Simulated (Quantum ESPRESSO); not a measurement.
# Collinear magnetic orders of MnSe with Quantum ESPRESSO, part 3 of 3

Does MnSe prefer parallel or opposed moments?

Quantum ESPRESSO 7.5; LDA with U = 4 eV on Mn d (ortho-atomic projectors); plane waves with GBRV 1.5 LDA potentials, no spin-orbit coupling.

So far, absolute magnetization (μB): step 3 (run 2 (antiferro q=(0,1/2,1/2) +−)) 9.66; step 4 (another cell shape, k-mesh 6×6×3) 9.37; step 7 (another cell shape, k-mesh 6×6×3, Kohn–Sham states 34) 9.37.

The database entry behind the starting cell differs from later determinations by our own check (about 0.4 % short), so it need not match the best structure at ambient conditions.

### 8. Löwdin moments

Level of this step: LDA with U = 4 eV on Mn d (ortho-atomic projectors); plane waves with GBRV 1.5 LDA potentials, no spin-orbit coupling, projections on orthogonalised atomic orbitals (Quantum ESPRESSO).

projwfc.x projects the saved states on orthogonalised atomic orbitals of the pseudopotential files.

Output:

```text
[banner, memory and clock lines left out]
Program PROJWFC v.7.5 starts

     [... lines left out ...]
     IMPORTANT: XC functional enforced from input :
     Exchange-correlation= PZ
                           (   1   1   0   0   0   0   0)
     Any further DFT definition will be discarded
     Please, verify this is what you really want

     G-vector sticks info

     Check: negative core charge=   -0.000028

     negative rho (up, down):  3.937E-04 3.937E-04

     Gaussian broadening (read from input): ngauss,degauss=   0    0.010000

     Calling projwave ....

  Problem Sizes
  natomwfc =           34
  nbnd     =           34
  nkstot   =           32
  npwx     =         2381
  nkb      =           72

     Atomic states used for projection
     (read from pseudopotential files):

     state #   1: atom   1 (Mn1), wfc  1 (l=0 m= 1)
     state #   2: atom   1 (Mn1), wfc  2 (l=1 m= 1)
     state #   3: atom   1 (Mn1), wfc  2 (l=1 m= 2)
     state #   4: atom   1 (Mn1), wfc  2 (l=1 m= 3)
     state #   5: atom   1 (Mn1), wfc  3 (l=0 m= 1)
     state #   6: atom   1 (Mn1), wfc  4 (l=2 m= 1)
     state #   7: atom   1 (Mn1), wfc  4 (l=2 m= 2)
     state #   8: atom   1 (Mn1), wfc  4 (l=2 m= 3)
     state #   9: atom   1 (Mn1), wfc  4 (l=2 m= 4)
     state #  10: atom   1 (Mn1), wfc  4 (l=2 m= 5)
     state #  11: atom   1 (Mn1), wfc  5 (l=1 m= 1)
     state #  12: atom   1 (Mn1), wfc  5 (l=1 m= 2)
     state #  13: atom   1 (Mn1), wfc  5 (l=1 m= 3)
     state #  14: atom   2 (Mn2), wfc  1 (l=0 m= 1)
     state #  15: atom   2 (Mn2), wfc  2 (l=1 m= 1)
     state #  16: atom   2 (Mn2), wfc  2 (l=1 m= 2)
     state #  17: atom   2 (Mn2), wfc  2 (l=1 m= 3)
     state #  18: atom   2 (Mn2), wfc  3 (l=0 m= 1)
     state #  19: atom   2 (Mn2), wfc  4 (l=2 m= 1)
     state #  20: atom   2 (Mn2), wfc  4 (l=2 m= 2)
     state #  21: atom   2 (Mn2), wfc  4 (l=2 m= 3)
     state #  22: atom   2 (Mn2), wfc  4 (l=2 m= 4)
     state #  23: atom   2 (Mn2), wfc  4 (l=2 m= 5)
     state #  24: atom   2 (Mn2), wfc  5 (l=1 m= 1)
     state #  25: atom   2 (Mn2), wfc  5 (l=1 m= 2)
     state #  26: atom   2 (Mn2), wfc  5 (l=1 m= 3)
     state #  27: atom   3 (Se ), wfc  1 (l=0 m= 1)
     state #  28: atom   3 (Se ), wfc  2 (l=1 m= 1)
     state #  29: atom   3 (Se ), wfc  2 (l=1 m= 2)
     state #  30: atom   3 (Se ), wfc  2 (l=1 m= 3)
     state #  31: atom   4 (Se ), wfc  1 (l=0 m= 1)
     state #  32: atom   4 (Se ), wfc  2 (l=1 m= 1)
     state #  33: atom   4 (Se ), wfc  2 (l=1 m= 2)
     state #  34: atom   4 (Se ), wfc  2 (l=1 m= 3)

 [... projections of the bands left out ...]

Lowdin Charges:

     Atom #   1: total charge =  15.0397, s =  2.5247, p =  7.2185, d =  5.2966,
                 spin up      =   9.8715, s =  1.2801,
                 spin up      =   9.8715, p =  3.6233, pz=  1.2078, px=  1.2078, py=  1.2078,
                 spin up      =   9.8715, d =  4.9681, dz2=  0.9897, dxz=  0.9962, dyz=  0.9962, dx2-y2=  0.9897, dxy=  0.9962,
                 spin down    =   5.1682, s =  1.2445,
                 spin down    =   5.1682, p =  3.5952, pz=  1.1984, px=  1.1984, py=  1.1984,
                 spin down    =   5.1682, d =  0.3285, dz2=  0.1293, dxz=  0.0233, dyz=  0.0233, dx2-y2=  0.1293, dxy=  0.0233,
                 polarization =   4.7033, s =  0.0356, p =  0.0281, d =  4.6396,
     Atom #   2: total charge =  15.0397, s =  2.5247, p =  7.2185, d =  5.2966,
                 spin up      =   5.1682, s =  1.2445,
                 spin up      =   5.1682, p =  3.5952, pz=  1.1984, px=  1.1984, py=  1.1984,
                 spin up      =   5.1682, d =  0.3285, dz2=  0.1293, dxz=  0.0233, dyz=  0.0233, dx2-y2=  0.1293, dxy=  0.0233,
                 spin down    =   9.8715, s =  1.2801,
                 spin down    =   9.8715, p =  3.6233, pz=  1.2078, px=  1.2078, py=  1.2078,
                 spin down    =   9.8715, d =  4.9681, dz2=  0.9897, dxz=  0.9962, dyz=  0.9962, dx2-y2=  0.9897, dxy=  0.9962,
                 polarization =  -4.7033, s = -0.0356, p = -0.0281, d = -4.6396,
     Atom #   3: total charge =   5.9344, s =  1.5752, p =  4.3592, d =  0.0000,
                 spin up      =   2.9672, s =  0.7876,
                 spin up      =   2.9672, p =  2.1796, pz=  0.7265, px=  0.7265, py=  0.7265,
                 spin up      =   2.9672, d =  0.0000, dz2=  0.0000, dxz=  0.0000, dyz=  0.0000, dx2-y2=  0.0000, dxy=  0.0000,
                 spin down    =   2.9672, s =  0.7876,
                 spin down    =   2.9672, p =  2.1796, pz=  0.7265, px=  0.7265, py=  0.7265,
                 spin down    =   2.9672, d =  0.0000, dz2=  0.0000, dxz=  0.0000, dyz=  0.0000, dx2-y2=  0.0000, dxy=  0.0000,
                 polarization =   0.0000, s = -0.0000, p =  0.0000, d =  0.0000,
     Atom #   4: total charge =   5.9344, s =  1.5752, p =  4.3592, d =  0.0000,
                 spin up      =   2.9672, s =  0.7876,
                 spin up      =   2.9672, p =  2.1796, pz=  0.7265, px=  0.7265, py=  0.7265,
                 spin up      =   2.9672, d =  0.0000, dz2=  0.0000, dxz=  0.0000, dyz=  0.0000, dx2-y2=  0.0000, dxy=  0.0000,
                 spin down    =   2.9672, s =  0.7876,
                 spin down    =   2.9672, p =  2.1796, pz=  0.7265, px=  0.7265, py=  0.7265,
                 spin down    =   2.9672, d =  0.0000, dz2=  0.0000, dxz=  0.0000, dyz=  0.0000, dx2-y2=  0.0000, dxy=  0.0000,
                 polarization =   0.0000, s = -0.0000, p =  0.0000, d =  0.0000,
     Spilling Parameter:   0.0012
```

Elapsed: 1.4 s, on 4 MPI ranks of Arm Neoverse V2, shared host; peak memory 0.08 GiB; 5.3 s of CPU time.

```
atom  moment in the sphere (μB)  Löwdin moment (μB)  Löwdin charge (e)
 Mn1                      4.433               4.703             15.040
 Mn2                     -4.433              -4.703             15.040
 Se3                      0.000               0.000              5.934
 Se4                      0.000               0.000              5.934
```

### 9. Occupations of the corrected shells in the lowest state

Occupations of the Hubbard shells:

```
block  type  shell  spin  electrons             occupation numbers
    1   Mn1     3d    up      4.968  0.990 0.990 0.996 0.996 0.996
    1   Mn1     3d  down     0.3285  0.023 0.023 0.023 0.129 0.129
    2   Mn2     3d    up     0.3285  0.023 0.023 0.023 0.129 0.129
    2   Mn2     3d  down      4.968  0.990 0.990 0.996 0.996 0.996
```

### 10. Results

```yaml
lowest_state_found: antiferromagnetic (from antiferro q=(0,0,1/2) +-)
largest_site_moment: 4.43 μB
next_state_with_moments: antiferromagnetic, 42.6 meV a seeded atom higher
j_of_the_weightiest_shell: -3.79 meV
```

What this shows: The largest moment changes by 2.2 % between the kept orders, as for well localised moments. The largest moment reads 4.43 μB in the sphere and 4.70 μB by Löwdin projection; a site moment hangs on how space is shared out. This is the lowest of 3 collinear or spinless starts, no proof of the ground state.

[Logs and program files are shortened in this print: banners, set-up blocks, solver, clock and traceback lines can be left out without a mark of their own.]

[Logs are printed without paths, hosts, clocks, repeated set-up lines and the standing remarks that a program may print on its own settings, such as how far it seeks lower states.]

[Hosts, paths, dates, database ids (printed as entryN), source tags and the programs' standing remarks are cut or masked in the printed files.]

[Where a cell is said to come from a database of computed structures, the database is the Materials Project.]
